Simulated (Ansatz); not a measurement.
# Lattice dynamics of SnO (model cell, started as zinc blende), part 3 of 3

Aim: the vibrations of SnO (model cell, started as zinc blende), their spectra, and whether the structure is stable.

Ansatz 0.2.0; DFT LDA, scalar-relativistic, plane waves, PAW.

So far. Step 3 (Tight relaxation): The forces vanish by symmetry and the pressure is -0.007 GPa, within the tolerances set. The cell now holds 18.85 Å³/atom. Step 4 (Modes at Γ): Before it was imposed, the acoustic sum rule was missed by 8.4e-5 eV/Å². Small misses are needed for a sound result but don't prove that mesh and cutoff are converged. The lowest optical mode is real, 218 cm⁻¹. The relaxed cell has a = 5.323 Å (conventional setting).

The structure was built from a prototype and need not be the compound's stable phase.

## Step 5: Response at finite wavevector (continued)

The partial phonon density of states has structure finer than the step of the table below, so its rows give means over 20 cm⁻¹, whole bins alone (the curve runs from -273 to 235 cm⁻¹). Peaks (cm⁻¹: height): O -227.9: 0.0128, -208.7: 0.0131, -189.6: 0.0126, -167.3: 0.0108, -151.3: 0.0116, -106.6: 0.00881, 186.9: 0.0109; Sn 110.3: 0.0483, 151.8: 0.0542.

Phonopy on the run's constants, 19x19x19 mesh, Gaussian sigma 3.6 cm-1. Interpolated from a 4×4×4 q mesh. The partial phonon density of states by wavenumber; means over each step; values in 1/cm⁻¹/cell:

| wavenumber (cm⁻¹) | O | Sn |
| --- | --- | --- |
| -260 | 0.00540 | 6.0e-5 |
| -240 | 0.0116 | 2.0e-4 |
| -220 | 0.0119 | 2.9e-4 |
| -200 | 0.0117 | 4.3e-4 |
| -180 | 0.00986 | 5.2e-4 |
| -160 | 0.0103 | 8.0e-4 |
| -140 | 0.00799 | 0.00103 |
| -120 | 0.00830 | 0.00169 |
| -100 | 0.00765 | 0.00262 |
| -80 | 0.00644 | 0.00371 |
| -60 | 0.00494 | 0.00468 |
| -40 | 0.00322 | 0.00511 |
| -20 | 0.00258 | 0.00479 |
| 0 | 8.2e-4 | 0.00163 |
| 20 | 0.00217 | 0.00348 |
| 40 | 0.00261 | 0.00429 |
| 60 | 0.00195 | 0.00394 |
| 80 | 4.2e-4 | 0.00100 |
| 100 | 4.7e-4 | 0.0137 |
| 120 | 0.00426 | 0.0313 |
| 140 | 0.00723 | 0.0319 |
| 160 | 0.00958 | 0.0267 |
| 180 | 0.0106 | 0.00429 |
| 200 | 0.00683 | 0.00171 |
| 220 | 0.00133 | 2.2e-4 |

Second derivatives of the energy by pair, one row for each kind of neighbour of each atom listed. Each entry sums the pair over the periodic images of the supercell that the q mesh stands for, and in a polar crystal it holds the long-range dipole part too. Force constants by pair, by row:

| atom | neighbour | distance (Å) | third of the trace (eV/Å²) | along the pair's line (eV/Å²) |
| --- | --- | --- | --- | --- |
| Sn1 | itself | 0 | 5.596 | – |
| Sn1 | O | 2.305 | -0.6369 | -1.504 |
| Sn1 | Sn | 3.764 | -0.2358 | -0.9871 |
| Sn1 | O | 4.414 | 0.0092 | -0.082 |
| Sn1 | Sn | 5.323 | -0.0634 | -0.0641 |
| Sn1 | O | 5.801 | 0.0071 | -0.0351 |
| Sn1 | Sn | 6.519 | 0.0099 | 0.0122 |
| Sn1 | O | 6.915 | -0.0549 | -0.041 |
| Sn1 | O | 6.915 | 0.0193 | -0.0201 |
| O2 | itself | 0 | -0.7544 | – |
| O2 | Sn | 2.305 | -0.6369 | -1.504 |
| O2 | O | 3.764 | 0.2934 | 0.4913 |
| O2 | Sn | 4.414 | 0.0092 | -0.082 |
| O2 | O | 5.323 | -0.256 | -0.2153 |
| O2 | Sn | 5.801 | 0.0071 | -0.0351 |
| O2 | O | 6.519 | 0.0506 | 0.0839 |
| O2 | Sn | 6.915 | 0.0193 | -0.0201 |
| O2 | Sn | 6.915 | -0.0549 | -0.041 |

Symmetry leaves 8 wavevectors to solve. The lowest mode among them, the acoustic zeros apart, lies at q = (0, -0.5, -0.5) and is imaginary, 258.8i cm⁻¹, so the energy falls along it. Between them the interpolated path dips to 264i cm⁻¹.

## Step 6: Another isotope, element O, natural mass 15.999 amu

An isotope changes the mass and not the force constants, so no new electronic calculation is needed; the shifts show which modes move this element.

The same force constants with the mass of O changed from 15.999 to 17.999 u (phonopy, no LO-TO term). Both lists are sorted by frequency; levels can cross, so a row need not hold one and the same mode. Modes under 3 cm⁻¹ are left out. Isotope shifts, by row:

| q | rank | natural mass (cm⁻¹) | changed mass (cm⁻¹) |
| --- | --- | --- | --- |
| 0 0 0 | 4 | 218.1 | 207.1 |
| 0 0 0 | 5 | 218.1 | 207.1 |
| 0 0 0 | 6 | 218.1 | 207.1 |
| 0 0 0.25 | 1 | -28.8 | -28.46 |
| 0 0 0.25 | 2 | -28.8 | -28.46 |
| 0 0 0.25 | 4 | 159.2 | 155.6 |
| 0 0 0.25 | 5 | 202 | 192.8 |
| 0 0 0.25 | 6 | 202 | 192.8 |
| 0 0 -0.5 | 1 | -38.91 | -38.16 |
| 0 0 -0.5 | 2 | -38.91 | -38.16 |
| 0 0 -0.5 | 3 | -34.56 | -32.71 |
| 0 0 -0.5 | 4 | 160.8 | 160.2 |
| 0 0 -0.5 | 5 | 171.3 | 164.6 |
| 0 0 -0.5 | 6 | 171.3 | 164.6 |
| 0 0.25 0.25 | 1 | -157.7 | -150 |
| 0 0.25 0.25 | 2 | -157.7 | -150 |
| 0 0.25 0.25 | 3 | -156.7 | -147.7 |
| 0 0.25 0.25 | 4 | 114.7 | 114.7 |
| 0 0.25 0.25 | 5 | 118.1 | 117 |
| 0 0.25 0.25 | 6 | 118.1 | 117 |

A mode of this element alone would shift by -5.72 %. The highest zone-centre frequency without the field goes from 218.1 to 207.1 cm⁻¹ (-5.0 %). The product of the frequency ratios over all optical modes at Γ is 0.857; the product rule, (m/m′)^(3k/2) (M′/M)^(3/2) with k = 1 such atoms and M the mass of the cell, gives 0.857.

## Step 7: Isotope substitution, element Sn, natural mass 118.71 amu

The same for Sn, from 118.71 to 123.91 u.

The same force constants with the mass of Sn changed from 118.710 to 123.905 u (phonopy, no LO-TO term). Both lists are sorted by frequency; levels can cross, so a row need not hold one and the same mode. Modes under 3 cm⁻¹ are left out. Isotope shifts, by row:

| q | rank | natural mass (cm⁻¹) | changed mass (cm⁻¹) |
| --- | --- | --- | --- |
| 0 0 0 | 4 | 218.1 | 217.5 |
| 0 0 0 | 5 | 218.1 | 217.5 |
| 0 0 0 | 6 | 218.1 | 217.5 |
| 0 0 0.25 | 1 | -28.8 | -28.3 |
| 0 0 0.25 | 2 | -28.8 | -28.3 |
| 0 0 0.25 | 4 | 159.2 | 157.2 |
| 0 0 0.25 | 5 | 202 | 201.2 |
| 0 0 0.25 | 6 | 202 | 201.2 |
| 0 0 -0.5 | 1 | -38.91 | -38.34 |
| 0 0 -0.5 | 2 | -38.91 | -38.34 |
| 0 0 -0.5 | 3 | -34.56 | -34.5 |
| 0 0 -0.5 | 4 | 160.8 | 157.7 |
| 0 0 -0.5 | 5 | 171.3 | 170.1 |
| 0 0 -0.5 | 6 | 171.3 | 170.1 |
| 0 0.25 0.25 | 1 | -157.7 | -157.2 |
| 0 0.25 0.25 | 2 | -157.7 | -157.2 |
| 0 0.25 0.25 | 3 | -156.7 | -156.7 |
| 0 0.25 0.25 | 4 | 114.7 | 112.3 |
| 0 0.25 0.25 | 5 | 118.1 | 115.9 |
| 0 0.25 0.25 | 6 | 118.1 | 115.9 |

A mode of this element alone would shift by -2.12 %. The highest zone-centre frequency without the field goes from 218.1 to 217.5 cm⁻¹ (-0.2 %). The product of the frequency ratios over all optical modes at Γ is 0.993; the product rule, (m/m′)^(3k/2) (M′/M)^(3/2) with k = 1 such atoms and M the mass of the cell, gives 0.993.

## Step 8: Outcome

```
space group after relaxation (within 0.01 Å)            : F-43m
volume per atom                                         : 18.9 Å³
electronic character                                    : no gap on this mesh
highest optical mode at the zone centre (no LO-TO term) : 218 cm⁻¹
lowest optical zone-centre mode                         : 218 cm⁻¹
lowest mode on the q mesh (acoustic modes at Γ apart)   : -259 cm⁻¹
highest frequency on the path or at a solved wavevector : 218 cm⁻¹
imaginary modes on the 4×4×4 q mesh                     : yes
```

In words: Modes are clearly imaginary (beyond 10i cm⁻¹) at 7 of the 8 irreducible wavevectors, most at q = (0, -0.5, -0.5) (258.8i cm⁻¹), so this structure is not a minimum of the energy. The optical modes at Γ form one degenerate level at 218 cm⁻¹. The highest mode in this list at Γ, 218.1 cm⁻¹, is mostly motion of O (88 % of the kinetic energy). With no gap, or one that is small against the smearing, the frequencies hang on the k mesh and the smearing, most of all near Kohn anomalies. A semilocal functional can close a gap that the real compound would have, so the metallic treatment may be an artefact of the level. Spin-orbit coupling is left out, which can matter for the heavy elements here. A phonon run warned that its eigensolver left some bands unconverged in a pass. The starting cell was built on a prototype and not taken from a measurement, so the phase need not exist. These are harmonic frequencies at zero temperature: anharmonic shifts, linewidths and thermal expansion are left out.

[Logs are printed without paths, hosts, clocks, repeated set-up lines and the standing remarks that a program may print on its own settings, such as how far it seeks lower states.]

[Hosts, paths, dates, database ids (printed as entryN), source tags and the programs' standing remarks are cut or masked in the printed files.]
